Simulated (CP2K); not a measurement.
Consider methylpyrazine at its PBE geometry (Å).

```xyz
13

C     2.0014   -0.4890   -0.2514
C     0.5481   -0.1444   -0.0774
C     0.1299    0.8689    0.8081
N    -1.1543    1.2052    0.9884
C    -2.0438    0.5038    0.2611
C    -1.6443   -0.5022   -0.6201
N    -0.3538   -0.8381   -0.7987
H     2.4543   -0.7935    0.7031
H     2.5727    0.3750   -0.6204
H     2.1018   -1.3107   -0.9686
H     0.8664    1.4288    1.3916
H    -3.0985    0.7565    0.3887
H    -2.3800   -1.0604   -1.2044
```

Method: CP2K XAS_TDP, all-electron GAPW, PBEh(45%), aug-cc-pVDZ, TDA, GW2X-corrected core level, no relativity.

Where do the N K-edge lines lie, and how strong are they?

Leading lines: N4 399.47 eV and N7 399.44 eV. The leading line of an atom is its first one with 35 % of the strongest within 2.5 eV of its lowest line over the strength cut. Core ionisation energies at this level: N4 406.09 and N7 405.90 eV.

The first six lines of each atom with a strength over 0.0015:

```csv
atom,energy (eV),states,"strength, one atom",above the computed threshold
N4 (bonded to 2 C),399.47,1,0.0537,
,406.63,1,0.0041,yes
,407.12,1,0.0021,yes
,407.40,2,0.0034,yes
,407.60,1,0.0033,yes
,407.77,1,0.0038,yes
N7 (bonded to 2 C),399.44,1,0.0519,
,405.21,1,0.0030,
,406.04,1,0.0052,yes
,406.44,1,0.0020,yes
,406.64,1,0.0026,yes
,407.30,2,0.0030,yes
```

Lines are vertical, at one geometry, with no vibrational structure. GW2X ionisation energies and lines can be off by 1 to 2 eV either way, and a good line position may hide errors that cancel. These values hold no scalar relativity, about 0.2 eV for N 1s. Rydberg lines, and the discretised continuum above threshold, depend on the basis and the box.

[Banner, clock and machine lines of the logs are left out without a mark of their own.]

[Logs are printed without paths, hosts, clocks, repeated set-up lines and the standing remarks that a program may print on its own settings, such as how far it seeks lower states.]

[Hosts, paths, dates, database ids (printed as entryN), source tags and the programs' standing remarks are cut or masked in the printed files.]
